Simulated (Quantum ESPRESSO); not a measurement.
# Near-edge structure at the Cl K edge of SrCl2 (Fm-3m), part 3 of 3

What does one-electron theory with a core hole give for the Cl K edge of SrCl2 (Fm-3m)?

Quantum ESPRESSO 7.5; X-ray absorption near-edge structure, plane-wave PAW PBE, one-electron final states by a Lanczos continued fraction.

So far. Step 8 (Spectrum with FCH, Cl atom 2): Main maxima below 24 eV (height): 2.6 eV (2.49), 4.1 eV (1.22), 6.1 eV (1.04), 15.0 eV (1.30), 17.5 eV (1.40) and 20.9 eV (1.25).  Step 8 (Spectrum with FCH, Cl atom 2): The hole costs E(hole) − E(ground) = 2829.86 eV, and the lowest empty level of the hole cell lies at 8.23 eV, which puts the zero at 2838.09 eV. One term is added: -17.92 eV, since the hole is spin-paired here and a spin-polarised one costs that much less in the free atom (computed apart).

### 9. Another broadening

The final state's lifetime shortens with energy, so measured features broaden above the edge; the saved Lanczos coefficients are redrawn with a width that grows.

Contents of xspectra_plot.in:

```
&input_xspectra
   calculation='xanes_dipole', edge='K'
   prefix='x', outdir='tmp', xiabs=2, xe0=5.8764
   xonly_plot=.true., x_save_file='xanes.sav'
   xniter=3000, xcheck_conv=20, xerror=0.005
   xcoordcrys=.false., xepsilon(1)=1, xepsilon(2)=0, xepsilon(3)=0
/
&plot
   xnepoint=413, xemin=-10, xemax=45, terminator=.true., cut_occ_states=.true.
   gamma_mode='variable', gamma_energy(1)=4, gamma_energy(2)=25, gamma_value(1)=0.32, gamma_value(2)=2.5
/
&pseudos
   filecore='../Cl.wfc'
/
&cut_occ
   cut_desmooth=0.1, cut_stepl=0.05, cut_stepu=0.05, cut_ierror=1e-5
/
4 4 4 0 0 0
```

Command:

```console
> OMP_NUM_THREADS=1 xspectra.x -in xspectra_plot.in > xspectra_plot.out
```

The program printed:

```text
     [... banner and references ...]
Reading input_file
     -------------------------------------------------------------------------

     calculation: xanes_dipole

     xonly_plot: TRUE
        => only the spectrum plot

     main plot parameters:
        cut_occ_states: TRUE
        gamma_mode:  variable
        -> first, constant up to point ( 4.00, 0.32) [eV]
        -> then, linear up to point (25.00, 2.50) [eV]
        -> finally, constant up to xemax
        xemin [eV]: -10.00
        xemax [eV]:  45.00
        xnepoint:  413
[...]
xemin [eV]: -10.00
        xemax [eV]:  45.00
        xnepoint:  413
        energy-dependent broadening parameter:
         -> first, constant up to point ( 4.00, 0.32) [eV]
         -> then, linear up to point (25.00, 2.50) [eV]
         -> finally, constant up to xemax
        Core level energy [eV]:  -2822.
         (from electron binding energy of neutral atoms in X-ray data booklet)

     Cross-section successfully written in xanes.dat

     -------------------------------------------------------------------------
                                END JOB XSpectra
     -------------------------------------------------------------------------
[key lines of the parts left out:]
Fermi level [eV]:   3.5227
```

It took 1.4 s on 1 MPI rank of Intel Xeon Platinum 8375C at 2.90GHz (Ice Lake), shared host; peak memory 0.05 GiB.

With a Lorentzian half width 0.32 eV up to 4 eV, rising linearly to 2.5 eV at 25 eV (counted from xe0, 2.4 eV below the zero used here), the maxima are 1.1 eV (0.98), 2.6 eV (2.49), 6.1 eV (1.00) and 17.9 eV (1.08).

### 10. Supercell with XCH, Cl atom 2

The holes are 7.0 Å apart. The excited electron is kept in the cell, where it fills the lowest empty states and screens the hole.

Changed against the first core-hole run: core hole to XCH.

Contents of scf.in:

```
&control
   calculation='scf', prefix='x', pseudo_dir='../pp', outdir='tmp', tprnfor=.true.
/
&system
   ibrav=0, nat=12, ntyp=3, nbnd=60
   ecutwfc=51, ecutrho=290
   occupations='smearing', smearing='gaussian', degauss=0.003
/
&electrons
   conv_thr=1.2e-07, electron_maxstep=120
   mixing_beta=0.5
/
ATOMIC_SPECIES
Sr 1.0 Sr.pbe-spn-kjpaw.UPF
Cl0 1.0 Cl.pbe-nl-kjpaw-1sch.UPF
Cl 1.0 Cl.pbe-nl-kjpaw.UPF
CELL_PARAMETERS angstrom
  0.00000000 0.00000000 6.97670000
  6.97670000 0.00000000 0.00000000
  0.00000000 6.97670000 0.00000000
ATOMIC_POSITIONS crystal
Sr   0.00000000 0.00000000 0.00000000
Sr   0.00000000 0.50000000 0.50000000
Sr   0.50000000 0.50000000 0.00000000
Sr   0.50000000 0.00000000 0.50000000
Cl0  0.75000000 0.75000000 0.75000000
Cl   0.75000000 0.25000000 0.25000000
Cl   0.25000000 0.25000000 0.75000000
Cl   0.25000000 0.75000000 0.25000000
Cl   0.25000000 0.25000000 0.25000000
Cl   0.25000000 0.75000000 0.75000000
Cl   0.75000000 0.75000000 0.25000000
Cl   0.75000000 0.25000000 0.75000000
K_POINTS automatic
3 3 3 0 0 0
```

Command:

```console
> OMP_NUM_THREADS=1 mpirun --oversubscribe --bind-to none -np 4 pw.x -nk 4 -in scf.in > scf.out
```

The program printed:

```text
     [... banner and references ...]
[banner, memory and clock lines left out]
using ibrav=0 with symmetry is DISCOURAGED, use correct ibrav instead

     G-vector sticks info

     bravais-lattice index     =            0
     lattice parameter (alat)  =      13.1841  a.u.
     unit-cell volume          =    2291.6419 (a.u.)^3
     number of atoms/cell      =           12
     number of atomic types    =            3
     number of electrons       =        97.00
     number of Kohn-Sham states=           60
     kinetic-energy cutoff     =      51.0000  Ry
     charge density cutoff     =     290.0000  Ry
     scf convergence threshold =      1.2E-07
     mixing beta               =       0.5000
     number of iterations used =            8  plain     mixing
     Exchange-correlation= SLA  PW   PBX  PBC
                           (   1   4   3   4   0   0   0)

     celldm(1)=  13.184052  celldm(2)=   0.000000  celldm(3)=   0.000000
     celldm(4)=   0.000000  celldm(5)=   0.000000  celldm(6)=   0.000000

     crystal axes: (cart. coord. in units of alat)
               a(1) = (   0.000000   0.000000   1.000000 )
               a(2) = (   1.000000   0.000000   0.000000 )
               a(3) = (   0.000000   1.000000   0.000000 )

     reciprocal axes: (cart. coord. in units 2 pi/alat)
               b(1) = (  0.000000  0.000000  1.000000 )
               b(2) = (  1.000000  0.000000  0.000000 )
               b(3) = (  0.000000  1.000000  0.000000 )

     PseudoPot. #1 for Sr:     Pseudo is Projector augmented-wave + core cor, Zval = 10.0

     PseudoPot. #2 for Cl:     Pseudo is Projector augmented-wave + core cor, Zval =  8.0

[...]
End of self-consistent calculation

          k = 0.0000 0.0000 0.0000 ( 13997 PWs)   bands (ev):

   -29.5613 -29.5567 -29.5567 -29.5567 -15.9982 -11.8949 -11.8949 -11.7706
   -11.6724 -11.6724 -11.6724 -11.5670 -11.5670 -11.5670 -11.5432 -11.5432
   -11.5432  -9.9730  -9.5792  -9.5792  -9.2194  -9.1640  -9.1640  -9.0734
    -3.2128  -3.2128  -3.2128   0.7196   0.7196   0.7196   1.4018   1.4018
     1.4018   1.4052   1.4052   1.4052   1.8514   1.8514   1.8514   2.9058
     2.9058   2.9058   3.0535   3.0535   3.0535   3.3170   3.3170   3.3170
     8.0347   8.5187   8.5187   8.5187   9.1750   9.1750   9.9053  10.2250
    10.2250  10.7827  10.7831  10.9238

     [... bands of 3 further k-points ...]

     the Fermi energy is     8.8373 ev

!    total energy              =   -1678.64835129 Ry
     total all-electron energy =    -32614.006734 Ry
     estimated scf accuracy    <          2.5E-09 Ry
     smearing contrib. (-TS)   =      -0.00036814 Ry
     internal energy E=F+TS    =   -1678.64798315 Ry

     The total energy is F=E-TS. E is the sum of the following terms:
     one-electron contribution =    -110.10016384 Ry
     hartree contribution      =      96.64722526 Ry
     xc contribution           =    -130.03638359 Ry
     ewald contribution        =    -383.40827153 Ry
     one-center paw contrib.   =   -1151.75038946 Ry

     convergence has been achieved in   9 iterations

     Forces acting on atoms (cartesian axes, Ry/au):

     atom    1 type  1   force =     0.02577365    0.02577365    0.02577365
     atom    2 type  1   force =    -0.02577365   -0.02577365    0.02577365
     atom    3 type  1   force =    -0.02577365    0.02577365   -0.02577365
[...]
atom   11 type  3   force =     0.00000000    0.00000000    0.00000000
     atom   12 type  3   force =     0.00000000    0.00000000    0.00000000

     Total force =     0.089283     Total SCF correction =     0.000030

     XML data file, charge density, pseudopotentials, collected wavefunctions
```

Run time: 25 s. Hardware: 4 MPI ranks; peak memory 0.39 GiB.

Energy with the hole: -443736.167 eV, cores included.

### 11. Excitation energy, Cl atom 2

With the excited electron kept in the cell the system stays neutral, and the energy difference is an excitation energy by itself. In a small cell that electron takes up a good share of the lowest empty band, or all of one, which shifts the value from the true onset.

The total-energy difference is 2838.54 eV. With the free-atom term of -17.92 eV for this edge, the photon energy is 2820.62 eV.

### 12. The atom with a core hole

The transition-state run needs a data set with half a core electron removed.

Contents of Cl.pbe-nl-kjpaw-1shch.ld1.in:

```
&input
   title='Cl', zed=17., rel=1, iswitch=3, dft='PBE',
   config='1s1.5 2s2 2p6 3s2 3p5.5 3d-1'
/
&inputp
   file_pseudopw='Cl.pbe-nl-kjpaw-1shch.UPF', author='',
   lpaw=.true.,
   pseudotype=3,
   lloc=2,
   which_augfun='PSQ',
   rmatch_augfun_nc=.true.,
   nlcc=.true.,
   new_core_ps=.true.,
   rcore=1.3,
   tm=.true.,
   zval=7.5,
   lgipaw_reconstruction=.true., use_paw_as_gipaw=.true.
/
5
3S  1  0  2.00  0.00  1.20  1.30  0.0
3S  1  0  0.00  6.20  1.20  1.30  0.0
3P  2  1  5.50  0.00  1.30  1.60  0.0
3P  2  1  0.00  3.20  1.30  1.60  0.0
3D  3  2  0.00  1.50  1.10  1.10  0.0
```

Command:

```console
> ld1.x < Cl.pbe-nl-kjpaw-1shch.ld1.in > Cl.pbe-nl-kjpaw-1shch.ld1.out
```

The program printed:

```text
     [... banner and references ...]
PAW data will be used for GIPAW calculation
     --------------------------- All-electron run ----------------------------

     Cl
     scalar relativistic calculation

     atomic number is 17.00
     dft =PBE   lsd =0 sic =0 latt =0  beta=0.20 tr2=1.0E-14
     Exchange-correlation= PBE
                           (   1   4   3   4   0   0   0)
     mesh =1157 r(mesh) = 101.16842 a.u. xmin = -7.00 dx = 0.01250
     1 Ry =  13.60569312 eV, c = 137.03599908

     n l     nl                  e(Ry)          e(Ha)          e(eV)
[...]
2 1     3P   1( 5.50)       -0.69646       -0.69646        0.00001

     eps = 8.3E-17  iter =  4

     Etot =    -820.465485 Ry,    -410.232743 Ha,  -11163.001611 eV
     Etotps =   -79.390474 Ry,     -39.695237 Ha,   -1080.162426 eV

     Ekin =      44.766309 Ry,      22.383154 Ha,     609.076658 eV
     Encl =    -103.180138 Ry,     -51.590069 Ha,   -1403.837293 eV
     Ehrt =      30.541772 Ry,      15.270886 Ha,     415.541974 eV
     Ecxc =     -51.518416 Ry,     -25.759208 Ha,    -700.943765 eV
     (Ecc =      -0.543730 Ry,      -0.271865 Ha,      -7.397825 eV)

     ---------------------- End of pseudopotential test ----------------------
```

The job ended after 0.78 s (1 MPI rank; peak memory 0.13 GiB).

### 13. Supercell with HCH, Cl atom 2

The holes are 7.0 Å apart. Half a hole is Slater's transition state, a compromise that weakens the attraction.

Changed against the first core-hole run: core hole from full to half.

scf.in: that of step 10 with these lines changed.

```diff
@@ -4,5 +4,6 @@
 &system
-   ibrav=0, nat=12, ntyp=3, nbnd=60
+   ibrav=0, nat=12, ntyp=3, nbnd=52
    ecutwfc=51, ecutrho=290
-   occupations='smearing', smearing='gaussian', degauss=0.003
+   occupations='fixed'
+   tot_charge=0.5
 /
@@ -14,3 +15,3 @@
 Sr 1.0 Sr.pbe-spn-kjpaw.UPF
-Cl0 1.0 Cl.pbe-nl-kjpaw-1sch.UPF
+Cl0 1.0 Cl.pbe-nl-kjpaw-1shch.UPF
 Cl 1.0 Cl.pbe-nl-kjpaw.UPF
```

Command:

```console
> OMP_NUM_THREADS=1 mpirun --oversubscribe --bind-to none -np 4 pw.x -nk 4 -in scf.in > scf.out
```

The program printed:

```text
     [... banner and references ...]
[banner, memory and clock lines left out]
using ibrav=0 with symmetry is DISCOURAGED, use correct ibrav instead

     G-vector sticks info

     bravais-lattice index     =            0
     lattice parameter (alat)  =      13.1841  a.u.
     unit-cell volume          =    2291.6419 (a.u.)^3
     number of atoms/cell      =           12
     number of atomic types    =            3
     number of electrons       =        96.00
     number of Kohn-Sham states=           52
     kinetic-energy cutoff     =      51.0000  Ry
     charge density cutoff     =     290.0000  Ry
     scf convergence threshold =      1.2E-07
     mixing beta               =       0.5000
     number of iterations used =            8  plain     mixing
     Exchange-correlation= SLA  PW   PBX  PBC
                           (   1   4   3   4   0   0   0)

     celldm(1)=  13.184052  celldm(2)=   0.000000  celldm(3)=   0.000000
     celldm(4)=   0.000000  celldm(5)=   0.000000  celldm(6)=   0.000000

     crystal axes: (cart. coord. in units of alat)
               a(1) = (   0.000000   0.000000   1.000000 )
               a(2) = (   1.000000   0.000000   0.000000 )
               a(3) = (   0.000000   1.000000   0.000000 )

     reciprocal axes: (cart. coord. in units 2 pi/alat)
               b(1) = (  0.000000  0.000000  1.000000 )
               b(2) = (  1.000000  0.000000  0.000000 )
               b(3) = (  0.000000  1.000000  0.000000 )

     PseudoPot. #1 for Sr:     Pseudo is Projector augmented-wave + core cor, Zval = 10.0

     PseudoPot. #2 for Cl:     Pseudo is Projector augmented-wave + core cor, Zval =  7.5

[...]
estimated scf accuracy    <       0.00000023 Ry

     iteration #  9     ecut=    51.00 Ry     beta= 0.50
     Davidson diagonalization with overlap
     ethr =  1.99E-10,  avg # of iterations =  2.0

     End of self-consistent calculation

          k = 0.0000 0.0000 0.0000 ( 13997 PWs)   bands (ev):

   -29.6645 -29.6602 -29.6602 -29.6602 -12.9884 -11.9788 -11.9788 -11.7264
   -11.7264 -11.7264 -11.6677 -11.6677 -11.6677 -11.6430 -11.6430 -11.6430
   -11.6295  -9.9549  -9.5523  -9.5523  -9.2685  -9.2316  -9.2316  -9.1429
    -0.7508  -0.7508  -0.7508   0.7605   0.7605   0.7605   1.3632   1.3632
     1.3632   1.3921   1.3921   1.3921   2.0834   2.0834   2.0834   2.8763
     2.8763   2.8763   3.0066   3.0066   3.0066   3.2623   3.2623   3.2623
     8.4357   8.7016   8.7016   8.7017

     [... bands of 3 further k-points ...]

     highest occupied, lowest unoccupied level (ev):     3.2623    8.4357

!    total energy              =   -1678.11913179 Ry
     total all-electron energy =    -32720.311067 Ry
     estimated scf accuracy    <          3.7E-09 Ry

     The total energy is the sum of the following terms:
     one-electron contribution =    -107.70667388 Ry
     hartree contribution      =      95.15378043 Ry
     xc contribution           =    -129.23806682 Ry
     ewald contribution        =    -379.62570934 Ry
     one-center paw contrib.   =   -1156.70246217 Ry

     convergence has been achieved in   9 iterations

     Forces acting on atoms (cartesian axes, Ry/au):

     atom    1 type  1   force =     0.01490597    0.01490597    0.01490597
     atom    2 type  1   force =    -0.01490597   -0.01490597    0.01490597
     atom    3 type  1   force =    -0.01490597    0.01490597   -0.01490597
[...]
atom   11 type  3   force =     0.00000000    0.00000000    0.00000000
     atom   12 type  3   force =     0.00000000    0.00000000    0.00000000

     Total force =     0.051636     Total SCF correction =     0.000017

     XML data file, charge density, pseudopotentials, collected wavefunctions
```

The job ended after 24 s (4 MPI ranks; peak memory 0.38 GiB; 96 s of CPU time).

Energy with the hole: -445182.511 eV, cores included.

### 14. Spectrum with HCH, Cl atom 2

Changed against the first core-hole run: core hole from full to half.

Contents of xspectra.in:

```
&input_xspectra
   calculation='xanes_dipole', edge='K'
   prefix='x', outdir='tmp', xiabs=2, xe0=5.849
   xonly_plot=.false., x_save_file='xanes.sav'
   xniter=3000, xcheck_conv=20, xerror=0.005
   xcoordcrys=.false., xepsilon(1)=1, xepsilon(2)=0, xepsilon(3)=0
/
&plot
   xnepoint=413, xemin=-10, xemax=45, terminator=.true., cut_occ_states=.true.
   xgamma=0.4
/
&pseudos
   filecore='../Cl.wfc'
/
&cut_occ
   cut_desmooth=0.1, cut_stepl=0.05, cut_stepu=0.05, cut_ierror=1e-5
/
4 4 4 0 0 0
```

Command:

```console
> OMP_NUM_THREADS=1 mpirun --oversubscribe --bind-to none -np 4 xspectra.x -nk 4 -in xspectra.in > xspectra.out
```

The program printed:

```text
     [... banner and references ...]
Reading input_file

     calculation: xanes_dipole

     xepsilon  [cartesian coordinates]:   1.000000   0.000000   0.000000

     xonly_plot: FALSE
        => complete calculation: Lanczos + spectrum plot

     filecore (core-wavefunction file): ../Cl.wfc

     main plot parameters:
        cut_occ_states: TRUE
        gamma_mode:  constant
        -> using xgamma [eV]:  0.40
        xemin [eV]: -10.00
        xemax [eV]:  45.00
        xnepoint:  413
        xe0 [eV]:   5.849000 (energy zero read in input file)

[...]
Results of STEP 1 successfully written in x_save_file
     x_save_file name:
     ->  xanes.sav
     x_save_file version:  2

     ... End STEP 1 ...

     ... Begin STEP 2 ...

     The spectrum is calculated using the following parameters:
        xe0 [eV]:    5.8490
        the occupied states are elimintate from the spectrum
        xemin [eV]: -10.00
        xemax [eV]:  45.00
        xnepoint:  413
        constant broadening parameter [eV]:    0.400
        Core level energy [eV]:  -2822.
         (from electron binding energy of neutral atoms in X-ray data booklet)

     Cross-section successfully written in xanes.dat

     ... End STEP 2 ...

                                END JOB XSpectra
```

Wall time 1.9 min (4 MPI ranks); peak memory 0.29 GiB; 7.4 min of CPU time.

```csv
E (eV),first run,this run
-2.0,0.06,0.05
-1.0,0.09,0.08
0.0,0.20,0.20
1.0,0.83,0.71
2.0,1.31,0.94
3.0,1.80,2.05
4.0,1.21,1.39
5.0,0.85,0.91
6.0,1.03,1.12
7.0,1.00,1.09
8.0,1.02,1.09
9.0,0.71,0.77
10.0,0.67,0.73
11.0,0.64,0.74
12.0,0.66,0.65
13.0,0.93,0.83
14.0,0.84,0.75
15.0,1.30,1.16
16.0,1.01,1.00
17.0,1.09,1.05
18.0,1.23,1.24
19.0,1.04,1.06
20.0,1.20,1.26
21.0,1.24,1.27
22.0,1.03,1.05
23.0,0.83,0.82
24.0,0.84,0.84
25.0,0.73,0.78
26.0,0.85,0.81
27.0,1.03,1.02
28.0,1.20,1.24
29.0,1.01,1.00
30.0,1.04,0.98
31.0,1.15,1.12
32.0,1.10,1.01
```

Against the first run the r.m.s. difference is 14 %. The highest intensity below 16 eV goes from 2.6 eV (2.49) to 2.9 eV (2.15).

### 15. What the core hole does

Both curves are counted from their own zero, so only the shift of weight within the empty states shows.

| E (eV) | no hole | FCH |
| --- | --- | --- |
| -2.0 | 0.05 | 0.06 |
| -1.0 | 0.08 | 0.09 |
| 0.0 | 0.18 | 0.20 |
| 1.0 | 0.60 | 0.83 |
| 2.0 | 0.71 | 1.31 |
| 3.0 | 1.67 | 1.80 |
| 4.0 | 1.52 | 1.21 |
| 5.0 | 1.05 | 0.85 |
| 6.0 | 1.28 | 1.03 |
| 7.0 | 1.16 | 1.00 |
| 8.0 | 1.13 | 1.02 |
| 9.0 | 0.92 | 0.71 |
| 10.0 | 0.68 | 0.67 |
| 11.0 | 0.89 | 0.64 |
| 12.0 | 0.73 | 0.66 |
| 13.0 | 0.81 | 0.93 |
| 14.0 | 0.69 | 0.84 |
| 15.0 | 1.03 | 1.30 |
| 16.0 | 0.98 | 1.01 |
| 17.0 | 0.92 | 1.09 |
| 18.0 | 1.24 | 1.23 |
| 19.0 | 1.19 | 1.04 |
| 20.0 | 1.11 | 1.20 |
| 21.0 | 1.36 | 1.24 |
| 22.0 | 1.11 | 1.03 |
| 23.0 | 0.77 | 0.83 |
| 24.0 | 0.93 | 0.84 |
| 25.0 | 0.71 | 0.73 |
| 26.0 | 0.71 | 0.85 |
| 27.0 | 0.92 | 1.03 |
| 28.0 | 1.22 | 1.20 |
| 29.0 | 1.10 | 1.01 |
| 30.0 | 0.84 | 1.04 |
| 31.0 | 1.14 | 1.15 |
| 32.0 | 1.04 | 1.10 |

With each curve scaled to its own mean, the area from −2 to 6 eV with the hole is 6.9 against 6.6, and the centre of weight from −1 to 20 eV moves by +0.0 eV (first and strongest maxima below 20 eV: 3.3 eV (1.87), 5.9 eV (1.32) and 17.6 eV (1.32) without the hole, 2.6 eV (2.49), 15.0 eV (1.30) and 17.5 eV (1.40) with it); the shape changes all the same, by 26 % r.m.s.

### 16. Summary of results

| Property | Result |
| --- | --- |
| absorber and edge | Cl K, atom 2 of the ground-state input (counted from 1) |
| surroundings | 4 Sr at 3.02 Å (tetrahedral, site symmetry -43m) |
| highest intensity below 16 eV | 2.6 eV above the zero, height 2.49 |
| photon energy of the zero, with the added terms | 2820.2 eV (raw 2838.1 eV; uncertain by a few eV) |

What this shows: The Cl K edge of atom 2, with 4 Sr at 3.02 Å (tetrahedral, site symmetry -43m), has its highest intensity of the first 16 eV at 2.6 eV above the zero, near 2823 eV in photon energy (uncertain by a few eV), 2.5 times the mean level of the first 20 eV (Lorentzian half width 0.4 eV). With each curve scaled to its own mean, the area from −2 to 6 eV with the hole is 6.9 against 6.6, and the centre of weight from −1 to 20 eV moves by +0.0 eV (first and strongest maxima below 20 eV: 3.3 eV (1.87), 5.9 eV (1.32) and 17.6 eV (1.32) without the hole, 2.6 eV (2.49), 15.0 eV (1.30) and 17.5 eV (1.40) with it); the shape changes all the same, by 26 % r.m.s. The neutral-cell energy lies +0.5 eV from the charged-cell zero, a gap made of the charged-cell error and of where the added electron settles. Changing the core hole from full to half alters the shape by 14 % r.m.s., a modest effect on the whole. Lifetime broadening is put in by hand, and intensities beyond about 20 eV depend on it and on the partial waves. The structure is a published determination, not relaxed.

[Banner, clock and machine lines of the logs are left out without a mark of their own.]

[Logs are printed without paths, hosts, clocks, repeated set-up lines and the standing remarks that a program may print on its own settings, such as how far it seeks lower states.]

[Hosts, paths, dates, database ids (printed as entryN), source tags and the programs' standing remarks are cut or masked in the printed files.]

[Lists of maxima count a maximum above −3 eV only where it reaches 4 % of the highest in the window and stands out from its surroundings by 2 % of it (1.5 % where it reaches 55 %); shoulders and weaker maxima are passed over, and of the rest the first, up to two pre-edge ones and the few strongest are named.]
